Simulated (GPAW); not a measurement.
Two runs for the O K edge of atom 3 in TiO2 (Anatase, I4_1/amd). Run A: GPAW, revPBE, full core hole (charged cell), 12-atom cell with 5.4 Å between holes, 5×5×5 k points, dipole transitions, Gaussian full width 0.9 eV up to 4 eV, rising linearly to 3.5 eV at 25 eV. Run B differs in one choice.

Energy from the lowest empty level; intensity scaled to a mean of 1 over the first 20 eV:

| E (eV) | A | B |
| --- | --- | --- |
| -2.0 | 0.00 | 0.00 |
| -1.0 | 0.00 | 0.00 |
| 0.0 | 0.08 | 0.10 |
| 1.0 | 1.77 | 1.84 |
| 2.0 | 0.89 | 0.78 |
| 3.0 | 1.26 | 1.66 |
| 4.0 | 2.07 | 1.95 |
| 5.0 | 0.85 | 0.54 |
| 6.0 | 0.07 | 0.05 |
| 7.0 | 0.16 | 0.18 |
| 8.0 | 0.43 | 0.47 |
| 9.0 | 0.85 | 0.89 |
| 10.0 | 1.07 | 1.08 |
| 11.0 | 0.93 | 0.94 |
| 12.0 | 0.82 | 0.89 |
| 13.0 | 1.06 | 1.21 |
| 14.0 | 1.53 | 1.70 |
| 15.0 | 1.88 | 1.89 |
| 16.0 | 1.64 | 1.45 |
| 17.0 | 1.05 | 0.88 |
| 18.0 | 0.65 | 0.60 |
| 19.0 | 0.58 | 0.61 |
| 20.0 | 0.72 | 0.78 |
| 21.0 | 0.89 | 0.93 |
| 22.0 | 0.97 | 0.96 |
| 23.0 | 0.92 | 0.88 |
| 24.0 | 0.82 | 0.78 |
| 25.0 | 0.72 | 0.68 |
| 26.0 | 0.63 | 0.61 |
| 27.0 | 0.58 | 0.59 |
| 28.0 | 0.60 | 0.64 |
| 29.0 | 0.67 | 0.73 |
| 30.0 | 0.76 | 0.83 |
| 31.0 | 0.86 | 0.94 |
| 32.0 | 0.96 | 1.05 |

What was changed?
a) the volume of the cell
b) the size of the supercell
c) the broadening
d) the k mesh of the spectrum

(a): run B changes the volume scale from 1 to 1.03. The scaled spectrum changes by 11 % r.m.s. The highest intensity below 16 eV goes from 3.7 eV (2.16) to 3.5 eV (2.14). Other settings could leave a like mark; this is the one that was changed.

[Hosts, paths, dates, database ids (printed as entryN), source tags and the programs' standing remarks are cut or masked in the printed files.]

[Lists of maxima count a maximum above −3 eV only where it reaches 4 % of the highest in the window and stands out from its surroundings by 2 % of it (1.5 % where it reaches 55 %); shoulders and weaker maxima are passed over, and of the rest the first, up to two pre-edge ones and the few strongest are named.]
